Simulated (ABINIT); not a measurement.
Planning a run of ABINIT 10.8.3 on ZrSe3 (P2_1/m). The input:

```
acell 3*1.0 Angstrom
rprim 
  5.410900000000 -0.000000000000 -0.000000000000
  -0.000000000000 3.748800000000 0.000000000000
  -1.229420909100 0.000000000000 9.363634990100
ntypat 2
znucl 40 34
natom 8
typat 1 1 2 2 2 2 2 2
xred 
  0.285000000000 0.250000000000 0.656000000000
  0.715000000000 0.750000000000 0.344000000000
  0.762000000000 0.250000000000 0.554000000000
  0.238000000000 0.750000000000 0.446000000000
  0.456000000000 0.250000000000 0.174000000000
  0.544000000000 0.750000000000 0.826000000000
  0.888000000000 0.250000000000 0.169000000000
  0.112000000000 0.750000000000 0.831000000000
pp_dirpath "pseudos"
pseudos "Zr.upf, Se.upf"
ecut 48
ngkpt 2 4 1
nshiftk 1
shiftk 0 0 0
kptopt 1
chksymbreak 0
iscf -2
irdden 1
istwfk *1
nband 229
nbdbuf 20
tolwfr 1e-09
nstep 60
prtvol 0
indata_prefix "in"
outdata_prefix "out"
tmpdata_prefix "tmp"
```

```sh
OMP_NUM_THREADS=2 mpirun -n 6 abinit run.abi > log
```

Estimate wall time and host memory on 6 MPI ranks of Arm Neoverse N1, shared host.

It took 3.9 min; on shared hardware allow 1.9 min to 7.8 min. Peak host memory was 1.1 GiB.

[Paths, hosts, dates, memory and timing lines, banners, echoed tables and standing remarks are left out of the program output.]

[Logs are printed without paths, hosts, clocks, repeated set-up lines and the standing remarks that a program may print on its own settings, such as how far it seeks lower states.]

[Runs of the session that timed out or met a known fault of the program may be left out.]

[Hosts, paths, dates, database ids (printed as entryN), source tags and the programs' standing remarks are cut or masked in the printed files.]

[G0W0 gaps are taken among the corrected bands and points alone; a level outside them can change the order at an edge.]

[Where Ansatz stands beside ABINIT at settings called matched, ABINIT's density can come from a denser mesh and the files from another edition; pairs whose starting gaps differed by over 0.03 eV were left out, so agreement reads better than it is.]
